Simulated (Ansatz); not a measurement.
# Σ9 (114) boundary in bcc W, starting shift (0.33, 0): structure and resistance, part 2 of 3

How much does the Σ9 (114) boundary in bcc W, starting shift (0.33, 0) reflect electrons?

Ansatz 0.2.0; Ansatz plane-wave DFT, PBE, PAW files; relaxation of a bicrystal slab with its lowest layers held; PAW set soft_1 (the session's first sound run).

So far. Step 2 (Relaxing the bicrystal): The largest force component on a free atom ends at 0.015 eV/Å, under the tolerance of 0.03, after 11 steps.

### 3. Transmission across the boundary

Bulk layers of each grain are laid under and over the relaxed boundary, and a lead is named in the middle of each, away from the free faces. The mesh across the current, 16×16, is finer than the density's, because channels open and close sharply across the zone. Energies from -0.1 to 0.1 eV in steps of 0.05 eV are too few for the program's thermal sum, so it prints no conductance; for a metal the transmission near the Fermi level serves, at a fraction of the cost.

This step: Ansatz plane-wave DFT, PBE, PAW files; ballistic transport by layer matching (Landauer), zero bias; boundary relaxed in a short slab, bulk layers laid on; PAW set soft_1 (Ansatz 0.2.0).

System of this step: Σ9 (114) boundary in bcc W, starting shift (0.33, 0). The cell holds 56 atoms: 56 W. Cell: a = 5.248 Å, b = 4.476 Å, c = 49.497 Å, α = 90.0°, β = 90.0°, γ = 64.8°. It derives from W. Regions: lower grain, 23 atoms (23 W); boundary, 14 atoms (14 W); upper grain, 19 atoms (19 W). Vacuum lies along c.

The input, input.yaml:

```yaml
crystal:
  lattice:
    - [5.2482270683, 0.0, 0.0]
    - [1.9084462066, 4.0484257627, 0.0]
    - [0.0, 0.0, 49.4970416962]
  atoms:
    - { symbol: W, position: [-16.6666666666, 8.3333333336, 0.0808129105] }
    - { symbol: W, position: [-16.1111111111, 8.0555555558, 0.0958835185] }
    - { symbol: W, position: [-15.5555555555, 7.777777778, 0.1109541265] }
    - { symbol: W, position: [-15.0, 7.5000000002, 0.1260247346] }
    - { symbol: W, position: [-14.4444444444, 7.2222222225, 0.1410953426] }
    - { symbol: W, position: [-13.8888888888, 6.9444444447, 0.1561659506] }
    - { symbol: W, position: [-13.3333333333, 6.6666666669, 0.1712365586] }
    - { symbol: W, position: [-12.7777777777, 6.3888888891, 0.1863071666] }
    - { symbol: W, position: [-12.2222222222, 6.1111111113, 0.2013777747] }
    - { symbol: W, position: [-11.6666666666, 5.8333333335, 0.2164483827] }
    - { symbol: W, position: [-11.1111111111, 5.5555555557, 0.2315189907] }
    - { symbol: W, position: [-10.5555555555, 5.2777777779, 0.2465895987] }
    - { symbol: W, position: [-10.0, 5.0000000002, 0.2616602068] }
    - { symbol: W, position: [-9.4444444444, 4.7222222224, 0.2767308148] }
    - { symbol: W, position: [-8.8888888889, 4.4444444446, 0.2918014228] }
    - { symbol: W, position: [-8.3333333333, 4.1666666668, 0.3068720308] }
    - { symbol: W, position: [-7.7777777778, 3.888888889, 0.3219426389] }
    - { symbol: W, position: [-7.2222222222, 3.6111111112, 0.3370132469] }
    - { symbol: W, position: [-6.6666666667, 3.3333333334, 0.3520838549] }
    - { symbol: W, position: [-6.1111111111, 3.0555555556, 0.3671544629] }
    - { symbol: W, position: [-5.5555555556, 2.7777777779, 0.3822250709] }
    - { symbol: W, position: [-5.0, 2.5000000001, 0.397295679] }
    - { symbol: W, position: [-4.4444444445, 2.2222222223, 0.412366287] }
    - { symbol: W, position: [0.1111111111, 0.9444444445, 0.427436895] }
    - { symbol: W, position: [0.6674987611, 0.6662419553, 0.4426607441] }
    - { symbol: W, position: [0.2206836961, 0.3896255279, 0.457946973] }
    - { symbol: W, position: [0.7737085322, 0.113133657, 0.472802877] }
    - { symbol: W, position: [0.3320740423, 0.8339226026, 0.4884215823] }
    - { symbol: W, position: [0.8835197929, 0.5582031831, 0.503912717] }
    - { symbol: W, position: [0.454173983, 0.2728675749, 0.517764108] }
    - { symbol: W, position: [-0.0014654174, 0.0006890413, 0.5323929783] }
    - { symbol: W, position: [0.1275176024, 0.4361665904, 0.5601471627] }
    - { symbol: W, position: [0.5653706282, 0.7172338025, 0.5662395959] }
    - { symbol: W, position: [0.0118952915, -0.0060264311, 0.5886083298] }
    - { symbol: W, position: [0.4648862294, 0.2674797713, 0.6026591953] }
    - { symbol: W, position: [0.8964782815, 0.5516607897, 0.6172499917] }
    - { symbol: W, position: [0.3444959008, 0.827660533, 0.6328455371] }
    - { symbol: W, position: [-4.2110596548, 2.1054383108, 0.6479161451] }
    - { symbol: W, position: [-4.7666152103, 2.3832160886, 0.6629867531] }
    - { symbol: W, position: [-5.3221707659, 2.6609938664, 0.6780573611] }
    - { symbol: W, position: [-5.8777263214, 2.9387716442, 0.6931279692] }
    - { symbol: W, position: [-6.433281877, 3.216549422, 0.7081985772] }
    - { symbol: W, position: [-6.9888374325, 3.4943271998, 0.7232691852] }
    - { symbol: W, position: [-7.5443929881, 3.7721049775, 0.7383397932] }
    - { symbol: W, position: [-8.0999485436, 4.0498827553, 0.7534104013] }
    - { symbol: W, position: [-8.6555040992, 4.3276605331, 0.7684810093] }
    - { symbol: W, position: [-9.2110596547, 4.6054383109, 0.7835516173] }
    - { symbol: W, position: [-9.7666152103, 4.8832160887, 0.7986222253] }
    - { symbol: W, position: [-10.3221707658, 5.1609938665, 0.8136928334] }
    - { symbol: W, position: [-10.8777263214, 5.4387716443, 0.8287634414] }
    - { symbol: W, position: [-11.4332818769, 5.7165494221, 0.8438340494] }
    - { symbol: W, position: [-11.9888374325, 5.9943271998, 0.8589046574] }
    - { symbol: W, position: [-12.5443929881, 6.2721049776, 0.8739752654] }
    - { symbol: W, position: [-13.0999485436, 6.5498827554, 0.8890458735] }
    - { symbol: W, position: [-13.6555040992, 6.8276605332, 0.9041164815] }
    - { symbol: W, position: [-14.2110596547, 7.105438311, 0.9191870895] }
kpoints:
  mp_grid: { grid: [6, 6, 1] }
hamiltonian:
  xc: pbe
  pseudopotentials: { kind: paw, azcp: { folder: soft_1 } }
scf:
  occupations: { method: fermi_dirac, width: 0.1 }
output:
  transmission:
    leads: [[12, 13], [45, 46]]
    kmesh: [16, 16]
    e_range: [-0.1, 0.1]
    de: 0.05
  write_potential: true
  write_density: true
  volumetric_format: npy
  elf: true
```

Command:

```console
$ ansatz run input.yaml --threads 4 --pin off --max-ram 15360MiB --backend cpu --events-out ev --progress --plain --runs-dir out
```

Numbers of over 12 decimals in the logs are rounded to 6 here.

The log of the run:

```text
[...]
Crystal: 56 atoms, lattice volume = 1051.666 Å³
Basis set: ecut = 420 eV, 20629 PW (Γ)
Bands: 471, of which v1, the nominal top of the filled ones, is band 392 counted from 1 (391 counted from 0)
Symmetry: 1 space group operations
[...]
k-points: 20 of 36 (time reversal used)
[...]
SCF iter   1: F=—  HF=-581616.896822 eV  |F-HF|=—  |Δ(HF+E_count)|=         —  Δρ=6.28e-2  dr2=5.33e2  ethr=3.10e-3  ⟨swp⟩=6.2  Hψ=37920  notcnv=0
[...]
SCF iter  14: F=-581598.210558 eV  HF=-581598.210558 eV  |F-HF|=4.66e-10  |Δ(HF+E_count)|=   1.75e-9  Δρ=2.00e-7  dr2=1.38e-9  ethr=1.56e-12  ⟨swp⟩=1.1  Hψ=23930  notcnv=0
SCF 1 converged in 14 iterations: F = -581598.210558 eV  dr2 = 1.38e-9
[...]
transmission: 689 of 6890 steps passed
transmission: 1378 of 6890 steps passed
[...]
transmission: 6890 of 6890 steps passed
WARN: The input density's exchange-correlation potential varies sharply where the density is thin. Do not read a vacuum level from v_tot or v_xc, or from such a field of the output density. On a cell that repeats whose density bears no net charge and no dipole along the vacuum's axis use v_es (v_loc + v_h of the components); under efield.dipole_correction with no amplitude use v_es + v_field, which holds any external [...]
SCF converged after 14 iterations
an eigenvalue changed by more than its tolerance at an iteration that met the thresholds in force, so the SCF went on 1 time: the last check was not made
the last check of whether an eigenvalue changes by more than its tolerance under the output density was not made (no_room)
Free energy (F): -581598.210558 eV
[...]
Internal energy: -581597.235086 eV  (E = F + TS)
E sigma→0 (E₀):  -581597.722822 eV
Entropy (-TS):   -0.975472 eV (-17.419 meV/atom)
Fermi energy:    18.287577 eV
[...]
--- Band table (eV; the first three rows and the last of 20) ---
  k-point 0: bands = [... 388 lower, 17.5876, 17.6502, 17.7383, 17.8230, 17.9018, 18.0033, 18.0343, 18.2650, ... 75 higher]
  k-point 1: bands = [... 388 lower, 17.7337, 17.7623, 17.7971, 17.9005, 17.9624, 17.9919, 18.1013, 18.2252, ... 75 higher]
  k-point 2: bands = [... 388 lower, 18.0957, 18.1600, 18.2264, 18.3170, 18.3887, 18.5271, 18.6114, 18.6443, ... 75 higher]
  k-point 19: bands = [... 388 lower, 18.1120, 18.2760, 18.3444, 18.3664, 18.4026, 18.4334, 18.4685, 18.5202, ... 75 higher]
--- Transmission ---
  basis      : 185 plane waves across, 53 finite elements along
  points     : 130, standing for a mesh of 16 x 16
  energies   : 5 from -0.100000 to 0.100000 eV about the Fermi level, 0.050000 eV apart; the leads are filled to 0.000000 eV, and channels, transmission and decay are at 0.000000 eV
  crystal 0  : W3, at the sites [12, 13], period 2.2379 Å, over 18.65 Å; its Hamiltonian steps by up to 16.1 meV
    offset         : up to 0.0000 Å between an atom of the period and one for which it stands
    channels       : 2.601562e0 a spin
    conductance    : none, the energies end too early or step too widely for 300 K: set another output.transmission.e_range or a lower de, or, where they end at an eighth of basis.ecutwfc, a higher one
[...]
channels       : 2.601562e0 a spin
[...]
junction   : crystal 0 to crystal 1, 13.00 to 36.50 Å
    transmission   : 1.221378e0 a spin
[...]
```

The job ended after 36 min (4 threads of Arm Neoverse V1, shared host; peak memory 11 GiB).

This step gave:

| Property | Result |
| --- | --- |
| free energy | -581598.2106 eV |
| energy at zero smearing | -581597.7228 eV |
| Fermi energy | 18.29 eV |
| cell area | 21.25 Å² |
| transmission per spin nearest the Fermi level | 1.221 |
| open channels per spin nearest the Fermi level | 2.602 |
| open channels per spin, upper lead | 2.602 |
| step of the lead's potential | 16.1 meV |
| step of the upper lead's potential | 14.8 meV |

Per spin. The transmission, zone mean by energy, zero at the Fermi level:

```tsv
energy (eV)	transmission, zone mean
-0.1000	1.20
-0.0500	1.21
0.0000	1.22
0.0500	1.24
0.1000	1.24
```

Per spin. Open channels, zone mean, lead = upper lead against energy, zero at the Fermi level:

```tsv
energy (eV)	open channels, zone mean, lead = upper lead
-0.1000	2.43
-0.0500	2.51
0.0000	2.60
0.0500	2.74
0.1000	2.83
```

Transmission over k1 and k2. At 0.0000 eV from the Fermi level.

Ten even steps from '_' (0.01) to '@' (2.11):
```
%%####====####%%**%%++----++%%**
%%##++++++##%%@@**====::====**@@
**************==++--....--++==**
++++==++++----==**++..++**==----
----------==++**++____++**++==--
::--::::**####**::__::**####**::
****##**@@@@%%@@====@@%%@@@@**##
**##@@@@@@@@@@%%--%%@@@@@@@@@@##
**##**@@@@%%@@====@@%%@@@@**##**
::::**####**::__::**####**::::--
----==++**++____++**++==--------
++----==**++..++**==----++++==++
****==++--....--++==************
%%@@**====::====**@@%%##++++++##
%%**%%++----++%%**%%####====####
++**%%++::++%%**++**%%++::++%%**
```
Columns: k1 (b1) from -0.5 to 0.438; rows upwards: k2 (b2) from -0.5 to 0.438.

Open channels over k1 and k2. At 0.0000 eV from the Fermi level.

Values, 16 rows by 16 columns:
```
4.00 4.00 4.00 3.00 3.00 4.00 4.00 4.00 3.00 4.00 4.00 2.00 2.00 4.00 4.00 3.00
4.00 4.00 3.00 3.00 3.00 4.00 4.00 4.00 2.00 2.00 2.00 2.00 2.00 2.00 2.00 4.00
3.00 2.00 3.00 3.00 2.00 3.00 3.00 2.00 2.00 2.00 1.00 1.00 2.00 2.00 2.00 3.00
2.00 2.00 1.00 2.00 2.00 3.00 2.00 2.00 2.00 2.00 1.00 2.00 2.00 2.00 2.00 3.00
1.00 1.00 1.00 1.00 2.00 3.00 3.00 2.00 2.00 1.00 1.00 2.00 2.00 3.00 3.00 2.00
2.00 2.00 2.00 1.00 3.00 3.00 3.00 3.00 2.00 1.00 2.00 3.00 3.00 3.00 3.00 1.00
2.00 2.00 3.00 2.00 3.00 3.00 3.00 4.00 3.00 3.00 4.00 3.00 3.00 3.00 2.00 3.00
2.00 3.00 3.00 3.00 3.00 3.00 4.00 4.00 2.00 4.00 4.00 3.00 3.00 3.00 3.00 3.00
2.00 3.00 2.00 3.00 3.00 3.00 4.00 3.00 3.00 4.00 3.00 3.00 3.00 2.00 3.00 2.00
2.00 1.00 3.00 3.00 3.00 3.00 2.00 1.00 2.00 3.00 3.00 3.00 3.00 1.00 2.00 2.00
1.00 2.00 3.00 3.00 2.00 2.00 1.00 1.00 2.00 2.00 3.00 3.00 2.00 1.00 1.00 1.00
2.00 3.00 2.00 2.00 2.00 2.00 1.00 2.00 2.00 2.00 2.00 3.00 2.00 2.00 1.00 2.00
3.00 3.00 2.00 2.00 2.00 1.00 1.00 2.00 2.00 2.00 3.00 3.00 2.00 3.00 3.00 2.00
4.00 4.00 2.00 2.00 2.00 2.00 2.00 2.00 2.00 4.00 4.00 4.00 3.00 3.00 3.00 4.00
4.00 3.00 4.00 4.00 2.00 2.00 4.00 4.00 3.00 4.00 4.00 4.00 3.00 3.00 4.00 4.00
4.00 3.00 4.00 2.00 2.00 2.00 4.00 3.00 4.00 3.00 4.00 2.00 2.00 2.00 4.00 3.00
```
Columns: k1 (b1) from -0.5 to 0.438; rows upwards: k2 (b2) from -0.5 to 0.438.

Valence density in the cb plane at fractional x = 0.000, with atoms of W within 0.2 Å of it. It is the smooth field of the valence electrons, not physical close to the nuclei.

Ten even steps from '0' (0.0 e/Å³) to '9' (5.6 e/Å³), each cell a mean:
```
02442000036631000000001499720000110000000000
01111000012210000000000145310000000000000000
00000000000000000000000011000000000000000000
00000122100000000000010000001110000000000000
00001488410000000001232000013430000000000000
00001699610000110002563100026851000000000000
00001599510000000001452000025641000000000000
00000255200000000000111000012210000000000000
00000011000000000000000000000000000000000000
00110000001100000000000122100000000000000000
01331000024420000000000378510000000000000000
13652000037841000000001599820000110000000000
```
Columns run along c (16.0 Å, from fractional 0.68 to 1.00 of the cell), rows up along b (4.5 Å). Atoms in or near the plane, at fractional coordinates: W at (0.72, 0.49), W at (0.86, 0.99).

ELF in the cb plane at fractional x = 0.000, with atoms of W within 0.2 Å of it. It is the smooth field of the valence electrons, not physical close to the nuclei.

Ten even steps from '0' (0.00) to '9' (0.70), each cell a mean:
```
46895254269974543345653886953565444343210000
42444466446534654456664589744666533222110000
63334444443335655665445444444356653221100000
66654466545665434653233455443334554211000000
56654899845764323544675355347873344321000000
46644944843654433546997234259995233321000000
46644967844654333545896345259984233321000000
56654688645665323543344456445543454311000000
65445444444456545664334444443235653211100000
52234555444324654566665456544567643222100000
34674355358753543346753799943665443333210000
47996244279984543345653862853554444444210000
```
Columns run along c (16.0 Å, from fractional 0.68 to 1.00 of the cell), rows up along b (4.5 Å). Atoms in or near the plane, at fractional coordinates: W at (0.72, 0.49), W at (0.86, 0.99).

Electrostatic potential energy in the cb plane at fractional x = 0.000, with atoms of W within 0.2 Å of it. With pseudopotentials it is smooth inside the atoms' cores, unlike the true potential.

Ten even steps from '0' (-27 eV) to '9' (22 eV), each cell a mean:
```
73013798620026887788986100038998767899999999
86446899853358888889997411368999888999999999
98778888887788999999888766788889999999999999
99988533578998888987667888875568999999999999
89986100268998778885224789851126899999999999
88984000048987667873002689730005899999999999
89985000058988767874102689730015899999999999
89987311378998888886445789863347999999999999
98888766788889999998878887887788999999999999
87667888875578998899998643578999888999999999
74225799741137888889997200158998778899999999
62003788620016887788986100037998767899999999
```
Columns run along c (16.0 Å, from fractional 0.68 to 1.00 of the cell; values clipped at the 3rd and 97th percentile), rows up along b (4.5 Å). Atoms in or near the plane, at fractional coordinates: W at (0.72, 0.49), W at (0.86, 0.99).

Over the solved energies the transmission per spin lies between 1.20 and 1.24, out of 2.62 channels of the lead on average (up to 2.83).

### 4. Specific resistance

This step: Ansatz plane-wave DFT, PBE, PAW files; ballistic transport by layer matching (Landauer), zero bias; specific resistance of the boundary; PAW set soft_1 (Ansatz 0.2.0).

Numbers from this step:

| Property | Result |
| --- | --- |
| area resistance | 1.197 fΩ m² |
| T over the leads' mean channel count | 0.4664 |

Averaged over the energies near the Fermi level, 46.6 % of the channels pass, which makes 1.20 fΩ m².

By hand, with T and the leads' channels N averaged over the energies near the Fermi level: RA = A (h/2e²)(1/T − ½[1/N₁ + 1/N₂]) = 21.25×10⁻²⁰ m² × 12 906 Ω × (1/1.223 − ½[1/2.622 + 1/2.622]) = 1.20 fΩ m².

[end of part 2 of 3]

[Logs are printed without paths, hosts, clocks, repeated set-up lines and the standing remarks that a program may print on its own settings, such as how far it seeks lower states.]

[Hosts, paths, dates, database ids (printed as entryN), source tags and the programs' standing remarks are cut or masked in the printed files.]
